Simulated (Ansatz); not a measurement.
**Resistivity from frozen vibrations: Mo(100) with 4 thermally displaced layers, 2x2**

Wanted: the phonon-limited resistivity of Mo at 800 K by the Landauer route.

Calculated with Ansatz 0.2.0; Ansatz plane-wave DFT, PBE, PAW files; ballistic transport by layer matching (Landauer), zero bias; PAW set soft_1.

### 1. Starting point

The cell holds 56 atoms: 56 Mo. Its edges and angles: a = 6.294 Å, b = 6.294 Å, c = 22.029 Å, α = 90.0°, β = 90.0°, γ = 90.0°. It derives from Mo. Regions: lead, 40 atoms (40 Mo); scattering region, 16 atoms (16 Mo). The structure is stacked along c, and the current runs across the ab planes.

### 2. With 4 displaced layers

Each atom of 4 layers is moved at random, by amounts drawn from a normal law 0.0777 Å wide in each direction from the Debye model (450 K) at 800 K. The layers about the cell's end stay perfect and serve as the lead. Disorder leaves little or no symmetry, which makes such runs dear. Energies from -0.05 to 0.05 eV in steps of 0.05 eV are too few for the program's thermal sum, so it prints no conductance; for a metal the transmission near the Fermi level serves, at a fraction of the cost.

The input, input.yaml:

```yaml
crystal:
  lattice:
    - [6.294, 0.0, 0.0]
    - [0.0, 6.294, 0.0]
    - [0.0, 0.0, 22.029]
  atoms:
    - { symbol: Mo, position: [0.0, 0.0, 0.0357142857] }
    - { symbol: Mo, position: [0.0, 0.5, 0.0357142857] }
    - { symbol: Mo, position: [0.5, 0.0, 0.0357142857] }
    - { symbol: Mo, position: [0.5, 0.5, 0.0357142857] }
    - { symbol: Mo, position: [0.25, 0.25, 0.1071428571] }
    - { symbol: Mo, position: [0.25, 0.75, 0.1071428571] }
    - { symbol: Mo, position: [0.75, 0.25, 0.1071428571] }
    - { symbol: Mo, position: [0.75, 0.75, 0.1071428571] }
    - { symbol: Mo, position: [0.0, 0.0, 0.1785714286] }
    - { symbol: Mo, position: [0.0, 0.5, 0.1785714286] }
    - { symbol: Mo, position: [0.5, 0.0, 0.1785714286] }
    - { symbol: Mo, position: [0.5, 0.5, 0.1785714286] }
    - { symbol: Mo, position: [0.25, 0.25, 0.25] }
    - { symbol: Mo, position: [0.25, 0.75, 0.25] }
    - { symbol: Mo, position: [0.75, 0.25, 0.25] }
    - { symbol: Mo, position: [0.75, 0.75, 0.25] }
    - { symbol: Mo, position: [0.0, 0.0, 0.3214285714] }
    - { symbol: Mo, position: [0.0, 0.5, 0.3214285714] }
    - { symbol: Mo, position: [0.5, 0.0, 0.3214285714] }
    - { symbol: Mo, position: [0.5, 0.5, 0.3214285714] }
    - { symbol: Mo, position: [0.2499156736, 0.2629222674, 0.3954743762] }
    - { symbol: Mo, position: [0.2589425226, 0.7699955965, 0.3886024554] }
    - { symbol: Mo, position: [0.742255663, 0.2336867824, 0.3924768599] }
    - { symbol: Mo, position: [0.7623370203, 0.7497288933, 0.3946072158] }
    - { symbol: Mo, position: [0.9763976276, 0.0018165795, 0.4610849063] }
    - { symbol: Mo, position: [0.0219301281, 0.5109546187, 0.4676361834] }
    - { symbol: Mo, position: [0.4992853586, 0.0075702537, 0.4666075575] }
    - { symbol: Mo, position: [0.4957458377, 0.4938563154, 0.4638806552] }
    - { symbol: Mo, position: [0.24252128, 0.242658546, 0.5347141899] }
    - { symbol: Mo, position: [0.2410023716, 0.7594659046, 0.5300813359] }
    - { symbol: Mo, position: [0.7601728799, 0.2422728203, 0.5337875401] }
    - { symbol: Mo, position: [0.7333139417, 0.7482182792, 0.5348402322] }
    - { symbol: Mo, position: [0.0023649183, 0.9934066641, 0.6074737439] }
    - { symbol: Mo, position: [0.0224773649, 0.5050520836, 0.6051181752] }
    - { symbol: Mo, position: [0.511773088, 0.9984090108, 0.6092387745] }
    - { symbol: Mo, position: [0.5075688351, 0.4951694421, 0.6003304358] }
    - { symbol: Mo, position: [0.25, 0.25, 0.6785714286] }
    - { symbol: Mo, position: [0.25, 0.75, 0.6785714286] }
    - { symbol: Mo, position: [0.75, 0.25, 0.6785714286] }
    - { symbol: Mo, position: [0.75, 0.75, 0.6785714286] }
    - { symbol: Mo, position: [0.0, 0.0, 0.75] }
    - { symbol: Mo, position: [0.0, 0.5, 0.75] }
    - { symbol: Mo, position: [0.5, 0.0, 0.75] }
    - { symbol: Mo, position: [0.5, 0.5, 0.75] }
    - { symbol: Mo, position: [0.25, 0.25, 0.8214285714] }
    - { symbol: Mo, position: [0.25, 0.75, 0.8214285714] }
    - { symbol: Mo, position: [0.75, 0.25, 0.8214285714] }
    - { symbol: Mo, position: [0.75, 0.75, 0.8214285714] }
    - { symbol: Mo, position: [0.0, 0.0, 0.8928571429] }
    - { symbol: Mo, position: [0.0, 0.5, 0.8928571429] }
    - { symbol: Mo, position: [0.5, 0.0, 0.8928571429] }
    - { symbol: Mo, position: [0.5, 0.5, 0.8928571429] }
    - { symbol: Mo, position: [0.25, 0.25, 0.9642857143] }
    - { symbol: Mo, position: [0.25, 0.75, 0.9642857143] }
    - { symbol: Mo, position: [0.75, 0.25, 0.9642857143] }
    - { symbol: Mo, position: [0.75, 0.75, 0.9642857143] }
kpoints:
  mp_grid: { grid: [4, 4, 1] }
hamiltonian:
  xc: pbe
  pseudopotentials: { kind: paw, azcp: { folder: soft_1 } }
scf:
  occupations: { method: fermi_dirac, width: 0.1 }
output:
  transmission: { leads: [[0, 4]], kmesh: [8, 8], e_range: [-0.05, 0.05], de: 0.05 }
  write_potential: true
  write_density: true
  volumetric_format: npy
  elf: true
```

Command:

```console
> ansatz run input.yaml --threads 4 --pin off --max-ram 15360MiB --backend cpu --events-out ev --progress --plain --runs-dir out
```

Numbers of over 12 decimals in the logs are rounded to 6 here.

The log of the run:

```text
Engine: ansatz 0.2.0, x86_64-unknown-linux-gnu
Pseudopotentials: kind: paw
Pseudopotential: Mo, paw, valence charge 14, recommended cutoff 420 eV (normal), soft_1/Mo.paw.azcp
Functional definition: PBE
  parameter kappa = 0.804
  parameter beta = 0.066725
  exchange = pbe_x(kappa = kappa, mu = beta*pi^2/3)
  correlation = pbe_c(beta = beta)
Crystal: 56 atoms, lattice volume = 872.666 Å³
Basis set: ecut = 420 eV, 17109 PW (Γ)
Bands: 471, of which v1, the nominal top of the filled ones, is band 392 counted from 1 (391 counted from 0)
Symmetry: 1 space group operations
Space group: P1 (ITA 1), of the structure as read, at distance tolerance 9.6e-5 Å
k-points: 10 of 16 (time reversal used)
Non-local potential: Mo, projectors of the file, l = 0: 3, l = 1: 2, l = 2: 2, l = 3: 1
PAW form: soft (Blöchl's): semilocal exchange-correlation on the pseudo side does not see the compensation charge
PAW one-centre angular grid: Mo, 590 points (default); XC on 64 Gauss nodes
Initial density: superposition of atomic densities (chi_scale 0.1, normalization cell)
Initial wavefunctions: pseudopotential atomic-orbital guess
Functional: x = pbe(κ = 0.804, μ = 0.219515), c = pbe(β = 0.066725)
SCF iter   1: F=—  HF=-277572.197567 eV  |F-HF|=—  |Δ(HF+E_count)|=         —  Δρ=1.06e-1  dr2=9.91e1  ethr=3.10e-3  ⟨swp⟩=4.3  Hψ=15357  notcnv=0
preconditioner: auto → Kerker (q_TF=auto, 2.680 Å⁻¹)  [metal: Δε(μ)=0.010 eV  Ē_g=4.666 eV  σ=0.100 eV  W_gap=0.02  n_scr=286 (ndim 8)  ℏωp=23.0 eV  f_vac=0.000  D(μ)=36.46/eV (n_scr^D=294)]
SCF iter   2: F=—  HF=-277546.962886 eV  |F-HF|=—  |Δ(HF+E_count)|=    2.52e1  Δρ=5.90e-2  dr2=2.90e1  ethr=3.10e-3  ⟨swp⟩=2.1  Hψ=9167  notcnv=0
SCF iter   3: F=—  HF=-277537.982261 eV  |F-HF|=—  |Δ(HF+E_count)|=    8.98e0  Δρ=7.95e-3  dr2=2.26e-1  ethr=3.10e-3  ⟨swp⟩=2.7  Hψ=9265  notcnv=0
SCF iter   4: F=—  HF=-277538.037367 eV  |F-HF|=—  |Δ(HF+E_count)|=   5.51e-2  Δρ=9.72e-4  dr2=7.45e-3  ethr=2.89e-5  ⟨swp⟩=2.8  Hψ=8757  notcnv=0
SCF iter   5: F=—  HF=-277538.037486 eV  |F-HF|=—  |Δ(HF+E_count)|=   1.19e-4  Δρ=1.70e-4  dr2=1.31e-4  ethr=9.51e-7  ⟨swp⟩=2.9  Hψ=10211  notcnv=0
SCF iter   6: F=—  HF=-277538.037530 eV  |F-HF|=—  |Δ(HF+E_count)|=   4.40e-5  Δρ=2.67e-5  dr2=7.04e-6  ethr=1.67e-8  ⟨swp⟩=2.2  Hψ=8808  notcnv=0
SCF iter   7: F=—  HF=-277538.036586 eV  |F-HF|=—  |Δ(HF+E_count)|=   9.44e-4  Δρ=4.70e-6  dr2=3.89e-7  ethr=8.97e-10  ⟨swp⟩=1.1  Hψ=4720  notcnv=0
SCF iter   8: F=-277538.036586 eV  HF=-277538.036586 eV  |F-HF|=1.94e-8  |Δ(HF+E_count)|=   8.03e-9  Δρ=8.04e-7  dr2=2.27e-8  ethr=1.28e-11  ⟨swp⟩=6.4  Hψ=10649  notcnv=0
SCF 1 converged in 8 iterations: F = -277538.036586 eV  dr2 = 2.27e-8
  greatest PAW one-centre occupation: 0.999 electrons in one spin orbital (limit 2), on the Mo atom at site 26 (counted from 0), in its partial waves of l = 0
transmission: 159 of 1564 steps passed
transmission: 315 of 1564 steps passed
[...]
transmission: 1564 of 1564 steps passed
SCF converged after 8 iterations
Free energy (F): -277538.036586 eV
Harris-Foulkes:  -277538.036586 eV  (|F-HF|=1.94e-8)
Internal energy: -277536.623329 eV  (E = F + TS)
E sigma→0 (E₀):  -277537.329957 eV
Entropy (-TS):   -1.413257 eV (-25.237 meV/atom)
Fermi energy:    21.170580 eV
--- Per-component energies (eV) ---
  E_band       = -3031.497075
  E_kinetic    = 23670.431868
  E_local      = -43143.007756  (includes V_loc(G=0)·N_el)
  E_nonlocal   = 8295.953867
  E_hartree    = 14708.676523
  E_xc         = -9882.681746
  E_vxc        = -12322.445829  (∫ρ·V_xc dr)
  E_paw        = -179863.464143  (= ΣΔE_a)
  E_vpaw       = -8949.779382  (= ΣTr[D̂ρ^β])
  E_aug_tail   = 0.002664  (compensation charges beyond the density's cutoff)
  E_ewald      = -91322.534606
  E_smearing   = -1.413257  (= −TS)
  E_closure    = -0.000000  (closes the sum)
  Σ components = -277538.036586   (vs F -277538.036586, Δ=0.00e0)
--- Band table (eV; the first three rows and the last of 10) ---
  k-point 0: bands = [... 388 lower, 21.1143, 21.1401, 21.1539, 21.1679, 21.1927, 21.1951, 21.2409, 21.2944, ... 75 higher]
  k-point 1: bands = [... 388 lower, 21.1434, 21.1569, 21.1747, 21.1961, 21.2108, 21.2398, 21.2497, 21.2936, ... 75 higher]
  k-point 2: bands = [... 388 lower, 21.0942, 21.1649, 21.1984, 21.2177, 21.2476, 21.2982, 21.3231, 21.3436, ... 75 higher]
  k-point 9: bands = [... 388 lower, 20.3154, 20.3505, 20.4234, 20.4607, 21.4219, 21.4369, 21.4450, 21.4929, ... 75 higher]
--- Transmission ---
  basis      : 349 plane waves across, 46 finite elements along
  points     : 34, standing for a mesh of 8 x 8
  energies   : 3 from -0.050000 to 0.050000 eV about the Fermi level, 0.050000 eV apart; the leads are filled to 0.000000 eV, and channels, transmission and decay are at 0.000000 eV
  crystal 0  : Mo4, at the sites [0, 4], period 1.5735 Å, over 15.73 Å; its Hamiltonian steps by up to 2.1 meV
    offset         : up to 0.0000 Å between an atom of the period and one for which it stands
    channels       : 6.781250e0 a spin
    conductance    : none, the energies end too early or step too widely for 300 K: set another output.transmission.e_range or a lower de, or, where they end at an eighth of basis.ecutwfc, a higher one
    slowest decay  : 0.0508 /Å at (0.5000, 0.3750)
  junction   : crystal 0 to crystal 0, 0.70 to 21.15 Å
    transmission   : 5.755130e0 a spin
    conductance    : none, the energies end too early or step too widely for 300 K: set another output.transmission.e_range or a lower de, or, where they end at an eighth of basis.ecutwfc, a higher one
```

Elapsed: 6.3 min, on 4 threads of Intel Xeon Platinum 8488C (Sapphire Rapids), shared host; peak memory 7.8 GiB.

This step gave:

```
free energy                                    : -277538.0366 eV
energy at zero smearing                        : -277537.3300 eV
Fermi energy                                   : 21.17 eV
cell area                                      : 39.61 Å²
transmission per spin nearest the Fermi level  : 5.755
open channels per spin nearest the Fermi level : 6.781
step of the lead's potential                   : 2.1 meV
```

Per spin. Table of transmission, zone mean by energy, zero at the Fermi level:

```csv
energy (eV),"transmission, zone mean"
-0.0500,5.66
0.0000,5.76
0.0500,5.86
```

Per spin. The open channels, zone mean, lead by energy, zero at the Fermi level:

```
energy (eV)  open channels, zone mean, lead
    -0.0500                            6.59
     0.0000                            6.78
     0.0500                            6.84
```

Transmission over k1 and k2. At 0.0000 eV from the Fermi level.

Ten even steps from '0' (0.0) to '9' (13.0):
```
00134310
21378731
23799973
24999994
23799973
21378731
00134310
00222220
```
Columns: k1 (b1) from -0.5 to 0.375; rows upwards: k2 (b2) from -0.5 to 0.375.

Open channels over k1 and k2. At 0.0000 eV from the Fermi level.

Ten even steps from '0' (0.0) to '9' (15.0):
```
00134310
21489841
23899983
24999994
23899983
21489841
00134310
00222220
```
Columns: k1 (b1) from -0.5 to 0.375; rows upwards: k2 (b2) from -0.5 to 0.375.

Electrostatic potential energy in the ca plane at fractional y = 0.000, with atoms of Mo within 0.2 Å of it. With pseudopotentials it is smooth inside the atoms' cores, unlike the true potential.

Values in eV, 9 rows by 16 columns, each cell a mean:
```
-17 -24  20  -7 -32  16  -6 -43  12  11 -35   4  16 -32  -6  19
 16  15  22  18  13  21  16   5  20  21  13  20  21  13  18  22
 19  19  22  20  18  21  21  17  21  21  16  20  22  18  20  22
 -9 -15  20   0 -21  18  10 -25  12  14 -30   3  18 -22   0  20
-29 -37  18 -17 -46  14  -1 -51   4   9 -49  -6  13 -46 -16  18
  2  -2  21   8  -6  20  14 -10  16  19  -3  14  20  -7   9  21
 21  21  22  21  20  21  22  21  21  22  21  22  22  20  21  22
 10   7  21  13   4  21  18  11  21  19   1  16  21   4  14  21
-25 -33  19 -14 -42  15  -3 -38  13   7 -47  -2  14 -42 -13  18
```
Columns run along c (16.0 Å, from fractional 0.14 to 0.86 of the cell; values clipped at the 3rd and 97th percentile), rows up along a (6.3 Å). Atoms in or near the plane, at fractional coordinates: Mo at (0.18, 0.00), Mo at (0.18, 0.50), Mo at (0.32, 0.00), Mo at (0.32, 0.50), Mo at (0.46, 0.98), Mo at (0.47, 0.50), Mo at (0.61, 0.00), Mo at (0.61, 0.51), Mo at (0.75, 0.00), Mo at (0.75, 0.50).

ELF in the ca plane at fractional y = 0.000, with atoms of Mo within 0.2 Å of it. It is the smooth field of the valence electrons, not physical close to the nuclei.

Ten even steps from '0' (0.17) to '9' (0.70), each cell a mean:
```
29888113049797122187693031189893030398981230
15774135226773254169982243147751352257741452
21001355421001355322222444310012454210013554
53224544453124444531124434542245434532245445
53224544443124433543235444531134444431245445
21001355421012344321112455311112454210013554
15775135226773144136762254158872252267741442
29888113049797023069895032188794030398981130
39669112059587012068596021188694020495781120
28997124139995134149994133159972141289961341
12332245312332355313332354212211453123322453
42002444431013444430013544421124444420024444
54334543454245433443345434543345434542355435
42002444431013444431124444420014444410024444
12332245313432255211112454224421453124322453
28997124139995133158861242179982141289961241
39669112059487021188793031196693030495781120
```
Columns run along c (16.0 Å, from fractional 0.14 to 0.86 of the cell), rows up along a (6.3 Å). Atoms in or near the plane, at fractional coordinates: Mo at (0.18, 0.00), Mo at (0.18, 0.50), Mo at (0.32, 0.00), Mo at (0.32, 0.50), Mo at (0.46, 0.98), Mo at (0.47, 0.50), Mo at (0.61, 0.00), Mo at (0.61, 0.51), Mo at (0.75, 0.00), Mo at (0.75, 0.50).

Valence density in the ca plane at fractional y = 0.000, with atoms of Mo within 0.2 Å of it. It is the smooth field of the valence electrons, not physical close to the nuclei.

Ten even steps from '0' (0.2 e/Å³) to '9' (7.0 e/Å³), each cell a mean:
```
15884000016973000049961000048851000159830000
01331000002331000025630000013310000023310000
00000000000000000001100000000000000000000000
00000000000000000000000000000000000000000000
00000000000000000000000000000000000000000000
00000000000000000000000000000000000000000000
02331000002431000002420000014530000024310000
15884000016973000027972000048961000159830000
16995000027983000038982000049961000169940000
03663000014652000015651000014530000036620000
00110000001110000001110000000100000001100000
00000000000000000000000000000000000000000000
00000000000000000000000000000000000000000000
00000000000000000000000000000000000000000000
00110000001110000000000000001110000001100000
03663000014752000014420000036630000146620000
16995000027983000048961000059961000169940000
```
Columns run along c (16.0 Å, from fractional 0.14 to 0.86 of the cell), rows up along a (6.3 Å). Atoms in or near the plane, at fractional coordinates: Mo at (0.18, 0.00), Mo at (0.18, 0.50), Mo at (0.32, 0.00), Mo at (0.32, 0.50), Mo at (0.46, 0.98), Mo at (0.47, 0.50), Mo at (0.61, 0.00), Mo at (0.61, 0.51), Mo at (0.75, 0.00), Mo at (0.75, 0.50).

Over the solved energies the transmission per spin lies between 5.66 and 5.86, out of 6.74 channels of the lead on average (up to 6.84).

[end of part 1 of 2]

[Logs are printed without paths, hosts, clocks, repeated set-up lines and the standing remarks that a program may print on its own settings, such as how far it seeks lower states.]

[Hosts, paths, dates, database ids (printed as entryN), source tags and the programs' standing remarks are cut or masked in the printed files.]
